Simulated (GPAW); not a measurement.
Consider AlCo (Pm-3m).

```xyz
2
Lattice="2.8194 0.0000 0.0000 0.0000 2.8194 0.0000 0.0000 0.0000 2.8194" Properties=species:S:1:pos:R:3 pbc="T T T"
Co    1.4097    1.4097    1.4097
Al    0.0000    0.0000    0.0000
```

Absorber: atom 1, with 8 Al at 2.44 Å and 6 Co at 2.82 Å (cube and octahedron, as in bcc, site symmetry m-3m). Method: GPAW, LDA, excited-electron core hole (neutral cell), 16-atom cell with 5.6 Å between holes, 6×6×6 k points, dipole transitions, Gaussian full width 1.33 eV up to 4 eV, rising linearly to 3.5 eV at 25 eV.

Predict the near-edge structure at the Co K edge.

Main maxima up to 30 eV above the zero (height): 0.9 eV (0.61), 9.8 eV (1.19), 20.8 eV (1.44) and 28.6 eV (2.26). A K edge sees empty p states, which here mix into the lowest empty bands, so that weight starts at the zero. The total-energy difference is 7688.96 eV. The tabulated edge of the element is 7709 eV. The functional leaves an error in such absolute values: in the free atom LDA prices this hole 16.9 eV below PBE (computed apart), and PBE is itself good to a few eV.

The Co K spectrum (energy from the lowest empty level; intensity scaled to a mean of 1 over the first 20 eV):

| E (eV) | intensity |
| --- | --- |
| -2.0 | 0.00 |
| -1.5 | 0.00 |
| -1.0 | 0.03 |
| -0.5 | 0.15 |
| 0.0 | 0.37 |
| 0.5 | 0.56 |
| 1.0 | 0.61 |
| 1.5 | 0.57 |
| 2.0 | 0.52 |
| 2.5 | 0.55 |
| 3.0 | 0.69 |
| 3.5 | 0.81 |
| 4.0 | 0.82 |
| 4.5 | 0.79 |
| 5.0 | 0.78 |
| 5.5 | 0.82 |
| 6.0 | 0.88 |
| 6.5 | 0.91 |
| 7.0 | 0.94 |
| 7.5 | 0.97 |
| 8.0 | 1.00 |
| 8.5 | 1.04 |
| 9.0 | 1.11 |
| 9.5 | 1.18 |
| 10.0 | 1.19 |
| 10.5 | 1.13 |
| 11.0 | 1.03 |
| 11.5 | 0.97 |
| 12.0 | 0.94 |
| 12.5 | 0.96 |
| 13.0 | 1.00 |
| 13.5 | 1.03 |
| 14.0 | 1.06 |
| 14.5 | 1.08 |
| 15.0 | 1.11 |
| 15.5 | 1.15 |
| 16.0 | 1.21 |
| 16.5 | 1.28 |
| 17.0 | 1.33 |
| 17.5 | 1.38 |
| 18.0 | 1.40 |
| 18.5 | 1.42 |
| 19.0 | 1.42 |
| 19.5 | 1.43 |
| 20.0 | 1.44 |
| 20.5 | 1.44 |
| 21.0 | 1.44 |
| 21.5 | 1.44 |
| 22.0 | 1.42 |
| 22.5 | 1.40 |
| 23.0 | 1.38 |
| 23.5 | 1.37 |
| 24.0 | 1.39 |
| 24.5 | 1.45 |
| 25.0 | 1.53 |
| 25.5 | 1.65 |
| 26.0 | 1.78 |
| 26.5 | 1.92 |
| 27.0 | 2.06 |
| 27.5 | 2.16 |
| 28.0 | 2.23 |
| 28.5 | 2.26 |
| 29.0 | 2.24 |
| 29.5 | 2.20 |
| 30.0 | 2.14 |
| 30.5 | 2.07 |
| 31.0 | 1.99 |
| 31.5 | 1.90 |
| 32.0 | 1.80 |

The hole lies in one spin channel, while the script sums the empty states of both and takes the lower zero; where the two channels are split, this blurs and shifts the curve. Quadrupole 1s→3d transitions, which feed the pre-edge, are not in the dipole spectrum. The starting moments shrank to 0.00 μB or less, so this is hardly a magnetic state. The holes are only 5.6 Å apart, so the shape is probably not converged with cell size; no larger cell was run here. Lifetime broadening is put in by hand, and intensities beyond about 20 eV depend on it and on the partial waves. The structure is a computed Materials Project entry and may be a hypothetical form.

[Banner, clock and machine lines of the logs are left out without a mark of their own.]

[Logs are printed without paths, hosts, clocks, repeated set-up lines and the standing remarks that a program may print on its own settings, such as how far it seeks lower states.]

[Hosts, paths, dates, database ids (printed as entryN), source tags and the programs' standing remarks are cut or masked in the printed files.]

[Lists of maxima count a maximum above −3 eV only where it reaches 4 % of the highest in the window and stands out from its surroundings by 2 % of it (1.5 % where it reaches 55 %); shoulders and weaker maxima are passed over, and of the rest the first, up to two pre-edge ones and the few strongest are named.]
